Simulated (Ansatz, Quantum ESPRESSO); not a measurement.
# MgO (Periclase): from the cell to the phonon bands, part 2 of 4

Aim: the phonon dispersion of MgO (Periclase), checked by a second program.

Quantum ESPRESSO 7.5; DFT LDA, scalar-relativistic, plane waves, GBRV ultrasoft pseudopotentials.

So far. Step 2 (A probe with smearing): A gap of 4.6 eV opens on this mesh, so the crystal is taken as an insulator; the start stands at -6.3 GPa. Step 4 (Ground state): The cell stands at 0.058 GPa, close enough for phonons. The relaxed cell has a = 4.161 Å (conventional setting).

The database entry behind the starting cell differs from later determinations by our own check (about 0.1 % long), so it need not match the best structure at ambient conditions.

### 5. Phonons on a q mesh

Linear response treats each wavevector in the unit cell, with no supercell; the 4×4×4 mesh fixes the range of the force constants to be had.

ph.in reads:

```
phonons
 &inputph
    prefix='x',
    outdir='./tmp',
    fildyn='x.dyn',
    tr2_ph=1.0d-18,
    epsil=.true.,
    ldisp=.true.,
    nq1=4,
    nq2=4,
    nq3=4,
 /
```

The run is started by

```console
OMP_NUM_THREADS=1 mpirun -n 2 ph.x -nk 2 -in ph.in > ph.out
```

Numbers of over 12 decimals in the logs are rounded to 6 here.

The program printed:

```text
[banners, grids, parts of the stress and lines that vanish by symmetry left out]
[banner, memory and clock lines left out]
Program PHONON v.7.5

[...]
Exchange-correlation= PZ
                           (   1   1   0   0   0   0   0)
[...]
(   8 q-points):
[...]
kinetic-energy cut-off    =      45.0000  Ry
     charge density cut-off    =     270.0000  Ry
     convergence threshold     =      1.0E-18
[...]
Exchange-correlation= PZ
                           (   1   1   0   0   0   0   0)
[...]
q = (   0.0000000   0.0000000   0.0000000 )
     49 Sym.Ops. (with q -> -q+G )
     G cutoff =  211.4810  (   9185 G-vectors)     FFT grid: ( 30, 30, 30)
     G cutoff =  140.9873  (   4957 G-vectors)  smooth grid: ( 24, 24, 24)
     number of k points=    29
[...]
Mode symmetry, O_h (m-3m)  point group:
[...]
Dielectric constant
[...]
End of electric fields calculation
          Dielectric constant in cartesian axis
          (       3.185651571      -0.000000000      -0.000000000 )
          (      -0.000000000       3.185651571       0.000000000 )
          (      -0.000000000       0.000000000       3.185651571 )
          Effective charges (d Force / dE) in cartesian axis without acoustic sum rule applied (asr)
           atom    1  Mg    Mean Z*:        1.97075
      Ex  (        1.97075        0.00000       -0.00000 )
      Ey  (        0.00000        1.97075       -0.00000 )
      Ez  (        0.00000       -0.00000        1.97075 )
           atom    2  O     Mean Z*:       -1.97167
      Ex  (       -1.97167       -0.00000       -0.00000 )
      Ey  (       -0.00000       -1.97167        0.00000 )
      Ez  (       -0.00000        0.00000       -1.97167 )
          Effective charges Sum: Mean:       -0.00092
[...]
Effective charges (d Force / dE) in cartesian axis with asr applied:
           atom    1  Mg    Mean Z*:        1.97121
[...]
atom    2  O     Mean Z*:       -1.97121
[...]
Representation #   1 modes #   1   2   3
[...]
End of self-consistent calculation
     Convergence has been achieved
     Representation #   2 modes #   4   5   6
[...]
End of self-consistent calculation
     Convergence has been achieved
[...]
Dielectric constant in cartesian axis
          (       3.185651571      -0.000000000      -0.000000000 )
          (      -0.000000000       3.185651571       0.000000000 )
          (      -0.000000000       0.000000000       3.185651571 )
          Effective charges (d Force / dE) in cartesian axis without acoustic sum rule applied (asr)
           atom    1  Mg    Mean Z*:        1.97075
      Ex  (        1.97075        0.00000       -0.00000 )
      Ey  (        0.00000        1.97075       -0.00000 )
      Ez  (        0.00000       -0.00000        1.97075 )
           atom    2  O     Mean Z*:       -1.97167
      Ex  (       -1.97167       -0.00000       -0.00000 )
      Ey  (       -0.00000       -1.97167        0.00000 )
      Ez  (       -0.00000        0.00000       -1.97167 )
          Effective charges Sum: Mean:       -0.00092
[...]
Effective charges (d Force / dE) in cartesian axis with asr applied:
           atom    1  Mg    Mean Z*:        1.97121
[...]
atom    2  O     Mean Z*:       -1.97121
[...]
Effective charges (d P / du) in cartesian axis
[...]
q = (    0.000000000   0.000000000   0.000000000 )
[...]
freq (    1) =      -0.208679 [THz] =      -6.960784 [cm-1]
     freq (    2) =      -0.208679 [THz] =      -6.960784 [cm-1]
     freq (    3) =      -0.208679 [THz] =      -6.960784 [cm-1]
     freq (    4) =      12.279906 [THz] =     409.613586 [cm-1]
     freq (    5) =      12.279906 [THz] =     409.613586 [cm-1]
     freq (    6) =      12.279906 [THz] =     409.613586 [cm-1]
[...]
Mode symmetry, O_h (m-3m)  point group:
     freq (   1-   3) =         -7.0  [cm-1]   --> T_1u G_15  G_4- I
     freq (   4-   6) =        409.6  [cm-1]   --> T_1u G_15  G_4- I
[...]
Mode symmetry, C_3v (3m)   point group:
[...]
Representation #   1 mode #   1
[...]
End of self-consistent calculation
     Convergence has been achieved
     Representation #   2 mode #   2
[...]
End of self-consistent calculation
     Convergence has been achieved
     Representation #   3 modes #   3   4
[...]
Convergence has been achieved
     Representation #   4 modes #   5   6
[...]
Convergence has been achieved
[...]
q = (   -0.176776695   0.176776695  -0.176776695 )
[...]
freq (    1) =       5.624341 [THz] =     187.607825 [cm-1]
     freq (    2) =       5.624341 [THz] =     187.607825 [cm-1]
     freq (    3) =       9.885584 [THz] =     329.747602 [cm-1]
     freq (    4) =      11.965048 [THz] =     399.111051 [cm-1]
     freq (    5) =      11.965048 [THz] =     399.111051 [cm-1]
     freq (    6) =      20.434339 [THz] =     681.616177 [cm-1]
[...]
Mode symmetry, C_3v (3m)   point group:
     freq (   1-   2) =        187.6  [cm-1]   --> E    L_3
     freq (   3-   3) =        329.7  [cm-1]   --> A_1  L_1
     freq (   4-   5) =        399.1  [cm-1]   --> E    L_3
     freq (   6-   6) =        681.6  [cm-1]   --> A_1  L_1
[...]
Mode symmetry, D_3d (-3m)  point group:
[...]
Representation #   1 mode #   1
[...]
Convergence has been achieved
     Representation #   2 modes #   2   3
[...]
Convergence has been achieved
     Representation #   3 mode #   4
[...]
Convergence has been achieved
     Representation #   4 modes #   5   6
[...]
Convergence has been achieved
[...]
q = (    0.353553391  -0.353553391   0.353553391 )
[...]
freq (    1) =       8.536469 [THz] =     284.745953 [cm-1]
     freq (    2) =       8.536469 [THz] =     284.745953 [cm-1]
[...]
Mode symmetry, D_3d (-3m)  point group:
     freq (   1-   2) =        284.7  [cm-1]   --> E_u  L_3'
     freq (   3-   4) =        371.0  [cm-1]   --> E_g  L_3
     freq (   5-   5) =        551.4  [cm-1]   --> A_2u L_2'
     freq (   6-   6) =        575.5  [cm-1]   --> A_1g L_1
[...]
Mode symmetry, C_4v (4mm)  point group:
[...]
Convergence has been achieved
[...]
Convergence has been achieved
[...]
Convergence has been achieved
[...]
Convergence has been achieved
[...]
q = (    0.000000000   0.353553391   0.000000000 )
[...]
Mode symmetry, C_4v (4mm)  point group:
     freq (   1-   2) =        218.2  [cm-1]   --> E    G_5 D_5
     freq (   3-   3) =        335.8  [cm-1]   --> A_1  G_1 D_1
     freq (   4-   5) =        433.6  [cm-1]   --> E    G_5 D_5
     freq (   6-   6) =        624.9  [cm-1]   --> A_1  G_1 D_1
[...]
Mode symmetry, C_s (m)     point group:
[...]
q = (    0.530330086  -0.176776695   0.530330086 )
[...]
Mode symmetry, C_s (m)     point group:
     freq (   1-   1) =        284.7  [cm-1]   --> A''
     freq (   2-   2) =        335.6  [cm-1]   --> A'
     freq (   3-   3) =        421.5  [cm-1]   --> A''
     freq (   4-   4) =        446.8  [cm-1]   --> A'
     freq (   5-   5) =        455.2  [cm-1]   --> A'
     freq (   6-   6) =        561.1  [cm-1]   --> A'
[...]
Mode symmetry, C_2v (mm2)  point group:
[...]
q = (    0.353553391   0.000000000   0.353553391 )
[...]
Mode symmetry, C_2v (mm2)  point group:
     freq (   1-   1) =        275.4  [cm-1]   --> B_1  D_3  S_3
     freq (   2-   2) =        323.2  [cm-1]   --> B_2  D_4  S_4
     freq (   3-   3) =        380.1  [cm-1]   --> B_1  D_3  S_3
     freq (   4-   4) =        420.0  [cm-1]   --> A_1  D_1  S_1
     freq (   5-   5) =        469.7  [cm-1]   --> B_2  D_4  S_4
     freq (   6-   6) =        592.1  [cm-1]   --> A_1  D_1  S_1
[...]
Mode symmetry, D_4h(4/mmm) point group:
[...]
Convergence has been achieved
[...]
Convergence has been achieved
[...]
Convergence has been achieved
[...]
Convergence has been achieved
[...]
q = (    0.000000000  -0.707106781   0.000000000 )
[...]
freq (    5) =      13.743457 [THz] =     458.432385 [cm-1]
     freq (    6) =      16.594649 [THz] =     553.537918 [cm-1]
[...]
Mode symmetry, D_4h(4/mmm) point group:
     freq (   1-   2) =        291.8  [cm-1]   --> E_u  X_5' M_5'
     freq (   3-   3) =        432.3  [cm-1]   --> A_2u X_4' M_4'
     freq (   4-   5) =        458.4  [cm-1]   --> E_u  X_5' M_5'
     freq (   6-   6) =        553.5  [cm-1]   --> A_2u X_4' M_4'
[...]
Mode symmetry, D_2d (-42m) point group:
[...]
Representation #   1 mode #   1
[...]
Convergence has been achieved
     Representation #   2 mode #   2
[...]
Convergence has been achieved
     Representation #   3 modes #   3   4
[...]
End of self-consistent calculation
     Convergence has been achieved
     Representation #   4 modes #   5   6
[...]
End of self-consistent calculation
     Convergence has been achieved
[...]
q = (   -0.353553391  -0.707106781   0.000000000 )
[...]
freq (    1) =      10.592887 [THz] =     353.340672 [cm-1]
     freq (    2) =      11.433862 [THz] =     381.392576 [cm-1]
     freq (    3) =      11.433862 [THz] =     381.392576 [cm-1]
     freq (    4) =      13.476004 [THz] =     449.511107 [cm-1]
     freq (    5) =      15.201474 [THz] =     507.066583 [cm-1]
     freq (    6) =      15.201474 [THz] =     507.066583 [cm-1]
[...]
Mode symmetry, D_2d (-42m) point group:
     freq (   1-   1) =        353.3  [cm-1]   --> B_2  X_3  W_2
     freq (   2-   3) =        381.4  [cm-1]   --> E    X_5  W_3
     freq (   4-   4) =        449.5  [cm-1]   --> A_1  X_1  W_1
     freq (   5-   6) =        507.1  [cm-1]   --> E    X_5  W_3
```

Wall time 23 min (2 MPI ranks of Arm Neoverse N1, shared host).

This step gave:

```
miss of the charge sum rule                                        : 9.20e-4 e
largest acoustic frequency at the zone centre before the sum rule  : -6.96 cm⁻¹
highest optical zone-centre mode (no LO-TO term)                   : 409.6 cm⁻¹
lowest optical zone-centre mode                                    : 409.6 cm⁻¹
mean high-frequency dielectric constant                            : 3.186
largest Born charge in size (third of the trace)                   : 1.972 e
lowest mode on the q mesh (acoustic ones at the zone centre apart) : 187.6 cm⁻¹
```

Frequencies (cm⁻¹) at each irreducible wavevector; negative means imaginary. Frequencies by wavevector:

```
  q (fractions)  star  mode 1  mode 2  mode 3  mode 4  mode 5  mode 6
          0 0 0     1   -6.96   -6.96   -6.96   409.6   409.6   409.6
       0 0 0.25     8   187.6   187.6   329.8   399.1   399.1   681.6
       0 0 -0.5     4   284.8   284.8     371     371   551.4   575.5
    0 0.25 0.25     6   218.2   218.2   335.8   433.6   433.6   624.9
    0 0.25 -0.5    24   284.7   335.6   421.5   446.8   455.2   561.1
   0 0.25 -0.25    12   275.4   323.2   380.1     420   469.7   592.1
    0 -0.5 -0.5     3   291.8   291.8   432.3   458.4   458.4   553.5
0.25 -0.5 -0.25     6   353.3   381.4   381.4   449.5   507.1   507.1
```

Born charge (rows field, columns displacement), before the sum rule (e), principal values of the symmetric part by kind of site:

```
atom  atoms with these values    low  middle   high   mean
 Mg1                        1   1.97    1.97   1.97   1.97
  O2                        1  -1.97   -1.97  -1.97  -1.97
```

In full for Mg1:

```
1.97 0.00 0.00
0.00 1.97 0.00
0.00 0.00 1.97
```

High-frequency dielectric tensor:

```
3.19 0.00 0.00
0.00 3.19 0.00
0.00 0.00 3.19
```

The acoustic modes at Γ come out as far as 7.0 cm⁻¹ from zero, where they should vanish, a small numerical error; the Born charges miss their sum rule by 9.2e-4 e, which is good.

### 6. Force constants in real space

The dynamical matrices of the mesh are Fourier-transformed to force constants in real space, after the long-range dipole part is taken out.

q2r.in reads:

```
 &input
    fildyn='x.dyn',
    zasr='crystal',
    flfrc='x.fc',
 /
```

The run is started by

```console
q2r.x < q2r.in > q2r.out
```

The program printed:

```text
[banners, grids, parts of the stress and lines that vanish by symmetry left out]
[banner, memory and clock lines left out]
Program Q2R v.7.5

  reading grid info from file x.dyn0

  reading force constants from file x.dyn1
 macroscopic fields = T
   3.18565  -0.00000  -0.00000
  -0.00000   3.18565   0.00000
[...]
na=            1
[...]
na=            2
[...]
-0.00000  -1.97167   0.00000
  -0.00000   0.00000  -1.97167
  Norm of the difference between old and new effective charges:    0.00112486
  alpha Ewald:   0.783263
  nqs=            1
 q=   0.00000000  0.00000000  0.00000000
  reading force constants from file x.dyn2
  alpha Ewald:   0.783263
  nqs=            8
 q=  -0.17677670  0.17677670 -0.17677670
[...]
reading force constants from file x.dyn7
  alpha Ewald:   0.783263
  nqs=            3
[...]
reading force constants from file x.dyn8
  alpha Ewald:   0.783263
  nqs=            6
[...]
q=  -0.70710678 -0.35355339  0.00000000
 q=  -0.00000000 -0.35355339 -0.70710678

      q-space grid ok, #points =   64

      fft-check warning: sum of imaginary terms = 7.098105E-09
```

Run time: 0.53 s. Hardware: 1 thread.

### 7. Interpolated phonon bands

From the force constants any wavevector is cheap; points of the mesh come back as solved, but for the sum rule and, in polar crystals, the LO-TO term at Γ; the rest is interpolation.

matdyn.in reads:

```
 &input
    asr='crystal',
    flfrc='x.fc',
    flfrq='x.freq',
    flvec='x.modes',
    q_in_band_form=.true.,
    q_in_cryst_coord=.true.,
 /
8
  0.0000000   0.0000000   0.0000000  12  ! GAMMA
 -0.0000000   0.5000000   0.5000000  12  ! X
 -0.0000000   0.6250000   0.3750000   1  ! U
 -0.3750000   0.3750000   0.0000000  12  ! K
  0.0000000   0.0000000   0.0000000  12  ! GAMMA
 -0.0000000   0.5000000  -0.0000000  12  ! L
 -0.2500000   0.5000000   0.2500000  12  ! W
 -0.0000000   0.5000000   0.5000000   1  ! X
```

The run is started by

```console
matdyn.x -in matdyn.in > matdyn.out
```

The program printed:

```text
[banner, memory and clock lines left out]
Program MATDYN v.7.5

 mass for atomic type   1 not given; uses mass from file x.fc
 mass for atomic type   2 not given; uses mass from file x.fc
 Norm of the difference between old and new effective charges:    1.6542e-16

 Norm of the difference between old and new force-constants:   1.96293e-05
```

Wall time 0.53 s (1 thread).

This step gave:

* lowest frequency on the path: 0 cm⁻¹

Matdyn.x, sum rule crystal. Phonon branches along the path, in cm⁻¹:

| point | branch 1 | branch 2 | branch 3 | branch 4 | branch 5 | branch 6 |
| --- | --- | --- | --- | --- | --- | --- |
| Γ | 0 | 0 | 0 | 410 | 410 | 716 |
| halfway | 218 | 218 | 336 | 434 | 434 | 625 |
| X | 292 | 292 | 432 | 458 | 458 | 554 |
| halfway | 294 | 324 | 426 | 450 | 471 | 547 |
| U | 300 | 391 | 407 | 427 | 499 | 529 |
| jump to K | 300 | 391 | 407 | 427 | 499 | 529 |
| halfway | 222 | 258 | 358 | 383 | 444 | 645 |
| Γ | 0 | 0 | 0 | 410 | 410 | 716 |
| halfway | 188 | 188 | 330 | 399 | 399 | 682 |
| L | 285 | 285 | 371 | 371 | 551 | 576 |
| halfway | 301 | 335 | 402 | 450 | 485 | 552 |
| W | 353 | 381 | 381 | 450 | 507 | 507 |
| halfway | 322 | 324 | 420 | 456 | 472 | 541 |
| X | 292 | 292 | 432 | 458 | 458 | 554 |

The phonon branches as a text plot (rows in cm⁻¹):

```
    701 |****                      *********
    672 |    *                   **         **
    642 |     *                 *             **
    612 |      **              *                *
    582 |        *            *                  ****
    552 |         *******    *                   *** **       ***
    522 |                ****                       *  *** ***
    492 |               **  **                  *    ********
    463 |         ******      **               *      *   *******
    433 |    ****************** ****          *      * ***    ***
    403 |****    *       ****  *  *************     ***  * ***
    373 |       *        *  ******           * ******  *****
    343 |      *        *    *  *           *         *  *****
    313 |             ** **** *  *                  *****     **
    284 |     *   *******    ***           *    ******          *
    254 |    *  **             ** *            *
    224 |      *                **        *  **
    194 |   * *                  * *        *
    164 |    *                    *      * *
    134 |  **                      **     *
    104 |                          **   **
     75 | **                        *** *
     45 | *                          **
     15 |*                             *
         Γ           X  U|K            Γ         L        W     X
```

All branches are real along the path.

### 8. Density of states

Sums over the zone need many more wavevectors than were solved, so the interpolation is sampled on a dense mesh.

matdyn.in reads:

```
 &input
    asr='crystal',
    flfrc='x.fc',
    dos=.true.,
    fldos='x.dos',
    nk1=19,
    nk2=19,
    nk3=19,
    deltaE=1.0,
 /
```

The run is started by

```console
matdyn.x -in matdyn.in > matdyn.out
```

The program printed:

```text
[banner, memory and clock lines left out]
Program MATDYN v.7.5

 mass for atomic type   1 not given; uses mass from file x.fc
 mass for atomic type   2 not given; uses mass from file x.fc
 Norm of the difference between old and new effective charges:    1.6542e-16

 Norm of the difference between old and new force-constants:   1.96293e-05
```

Run time: 19 s. Hardware: 1 thread.

This step gave:

```
share of modes beyond 3i cm⁻¹ on the dense interpolated mesh : 0
zero-point energy per atom                                   : 75.15 meV
heat capacity at 300 K                                       : 18.28 J/(mol atoms K)
vibrational entropy at 300 K                                 : 13.33 J/(mol atoms K)
```

The phonon density of states has structure finer than the step of the table below, so its rows give means over 20 cm⁻¹, whole bins alone (the curve runs from 0 to 716 cm⁻¹). Peaks (cm⁻¹: height): total 296.0: 0.0259, 420.0: 0.0386, 440.0: 0.0354, 552.0: 0.0127; Mg 300.0: 0.0232, 420.0: 0.0189; O 416.0: 0.0212, 440.0: 0.0210, 552.0: 0.0122.

Tetrahedra. Table of phonon density of states by wavenumber; means over each step; values in 1/cm⁻¹/cell:

```
wavenumber (cm⁻¹)    total       Mg        O
               20   1.0e-5   6.0e-6   4.0e-6
               40   5.6e-5   3.1e-5   2.1e-5
               60   1.8e-4   1.1e-4   7.2e-5
               80   3.8e-4   2.3e-4   1.5e-4
              100   6.2e-4   3.8e-4   2.3e-4
              120   9.5e-4   6.0e-4   3.5e-4
              140  0.00138   8.8e-4   5.0e-4
              160  0.00194  0.00127   6.7e-4
              180  0.00266  0.00178   8.8e-4
              200  0.00363  0.00252  0.00112
              220  0.00495  0.00357  0.00138
              240  0.00685  0.00519  0.00166
              260  0.00993  0.00797  0.00195
              280   0.0172   0.0149  0.00227
              300   0.0231   0.0207  0.00236
              320   0.0135   0.0122  0.00137
              340  0.00984  0.00878  0.00106
              360  0.00826  0.00716  0.00110
              380   0.0156  0.00546   0.0101
              400   0.0252  0.00722   0.0179
              420   0.0345   0.0161   0.0183
              440   0.0313   0.0126   0.0187
              460   0.0155  0.00419   0.0113
              480   0.0137  0.00356   0.0102
              500  0.00700  0.00199  0.00501
              520  0.00440  0.00107  0.00334
              540   0.0103   5.6e-4  0.00969
              560  0.00984   8.2e-4  0.00903
              580  0.00721  0.00133  0.00588
              600  0.00527  0.00144  0.00382
              620  0.00428  0.00140  0.00289
              640  0.00358  0.00128  0.00229
              660  0.00293  0.00111  0.00182
              680  0.00225   8.8e-4  0.00137
              700  0.00140   5.5e-4   8.5e-4
```

Harmonic thermodynamic functions per atom, summed over the density of states scaled to three modes an atom; melting is ignored. Thermodynamic functions:

```csv
T (K),F_vib (meV/atom),S (J/mol-atom/K),C_V (J/mol-atom/K)
0,75.15,0,0
50,75.14,0.107,0.397
100,74.86,1.229,3.816
200,70.87,6.908,13.14
300,60.34,13.33,18.28
400,43.51,18.98,20.81
500,21.29,23.78,22.17
600,-5.55,27.9,22.96
700,-36.36,31.48,23.46
800,-70.66,34.64,23.8
900,-108,37.45,24.03
1000,-148.2,40,24.2
```

At 300 K the heat capacity has reached 73 % of the Dulong-Petit value.

(Continued in part 3 of 4.)

[Host names and launcher messages were left out of these logs when they were recorded.]

[Logs are printed without paths, hosts, clocks, repeated set-up lines and the standing remarks that a program may print on its own settings, such as how far it seeks lower states.]

[Hosts, paths, dates, database ids (printed as entryN), source tags and the programs' standing remarks are cut or masked in the printed files.]
